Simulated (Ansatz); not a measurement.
```json
{"subject": "SnO2 (Cassiterite): band gap by G0W0 on HSE06", "lattice_ang": [[4.738, 0.0, 0.0], [0.0, 4.738, 0.0], [0.0, 0.0, 3.1865]], "atoms": [["Sn", 0.0, 0.0, 0.0], ["Sn", 0.5, 0.5, 0.5], ["O", 0.3071, 0.3071, 0.0], ["O", 0.1929, 0.8071, 0.5], ["O", 0.6929, 0.6929, 0.0], ["O", 0.8071, 0.1929, 0.5]], "method": "G0W0 on HSE06, plane waves, PAW (and 1 further level or step)", "program": "Ansatz 0.2.0", "settings_of_one_run": "cutoff 930 eV, 4×4×6 k-mesh, {\"kind\": \"paw\", \"source\": \"ansatz\"}, empty bands 459, screening cutoff 200 eV, screening contour deformation, QP bands (v2, c2)", "cost": "2 runs, 2.8 min in all on 1 × NVIDIA H100 80GB HBM3 (shared by 3 runs) with 3 threads of AMD EPYC 7R13 (Zen 3), shared host (the runs of this entry)", "notes": "In doubt: masses and optical values from hybrid runs of this build are listed as unsure (in some of the runs), which bears on the screening that GW takes from such a start. The cell and positions come from the Crystallography Open Database and are kept as given unless a step says otherwise. Limits: no spin-orbit coupling. Bands and cutoff are finite, so the gap is not at the basis limit. The miss can reach some tenths of an eV and take either sign; the mesh is an error of its own.", "results": {"hse06_gap": "3.04 eV, direct", "g0w0_gap_on_the_mesh": "3.86 eV, from k = Γ to k = Γ", "gw_settings": "4×4×6 mesh, 459 empty bands, screening to 200 eV, hard PAW files", "known_limits": "not at the basis limit; no spin-orbit coupling"}}
```

[Paths, hosts, dates, memory and timing lines, banners, echoed tables and standing remarks are left out of the program output.]

[Logs are printed without paths, hosts, clocks, repeated set-up lines and the standing remarks that a program may print on its own settings, such as how far it seeks lower states.]

[Runs of the session that timed out or met a known fault of the program may be left out.]

[Cells called generated may have been cut or substituted from an entry of the Crystallography Open Database or the Materials Project.]

[Hosts, paths, dates, database ids (printed as entryN), source tags and the programs' standing remarks are cut or masked in the printed files.]
